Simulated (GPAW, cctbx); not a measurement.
# By hand: from a DFT structure factor to an extinction distance in Ca2Pd2Au

Ca2Pd2Au, Immm (no. 71), a = 4.5688 Å, b = 5.7531 Å, c = 8.4964 Å, α = 90.00°, β = 90.00°, γ = 90.00°.

| atom | mult. | x | y | z |
| --- | --- | --- | --- | --- |
| Au1 | 2 | 0 | 0 | 0 |
| Pd1 | 4 | 1/2 | 0.2663 | 0 |
| Ca1 | 4 | 0 | 1/2 | 0.7987 |

The start was made by putting kin elements into a known structure type; the compound need not exist, or be stable, in this form.

A DFT run (GPAW, PBE, 450 eV, 6×6×6 k-points, Fermi–Dirac width 0.1 eV) gives the static X-ray structure factor of 020 as 47.851 e for the conventional cell; superposed free atoms give 46.905 e. **Problem.** Find the Fourier component V of the crystal potential and the two-beam extinction distance at 300 kV in both cases.

### 1. Geometry

The cell volume is Ω = 223.32 Å³ and d(020) = 2.8765 Å, so g = 1/d = 0.3476 Å⁻¹.

### 2. The nuclei

Electrons feel nuclei as well as electrons, so the nuclear charges are summed with the same phases.

Phase sums Σ exp(2πi h·x), turned so that the total is real and positive: Au +2.000, Pd -3.917, Ca +4.000. Then F_Z = 79 × (+2.000) + 46 × (-3.917) + 20 × (+4.000) = 57.83 e. The electron term has the same sign for this reflection.

### 3. Mott–Bethe

Poisson's equation, term by term, gives V = (e/4πε₀)(F_Z − F)/(πΩg²), with e/4πε₀ = 14.3996 V Å.

The prefactor is 14.3996 × 2.8765²/(π × 223.32) = 0.16982 V per electron. Free atoms: (57.83 − 46.905) × 0.16982 = 1.856 V. Crystal: (57.83 − 47.851) × 0.16982 = 1.695 V. F changes by +2.02 % and V by -8.7 %: the same 0.95 e is measured against F_Z − F = 10.9 e in place of F = 46.9 e.

### 4. Extinction distance

In the two-beam case ξ = 1/(λU) with U = 2γm₀eV/h², that is ξ = 150.41 V Å²/(γλV).

At 300 kV, λ = 0.01969 Å and γ = 1.5871. Free atoms: ξ = 2594 Å. Crystal: ξ = 2839 Å. The thickness fringes go as sin²(πt/ξ), so the two patterns slip by a quarter of a period when t|1/ξ₁ − 1/ξ₀| = 1/4, at t ≈ 749 nm. Thermal motion, absorption and many-beam coupling, left out here, change a real pattern.

### 5. Answer

V(020) is 1.70 V against 1.86 V, and ξ is 2839 against 2594 Å. Limits: static atoms, two beams.
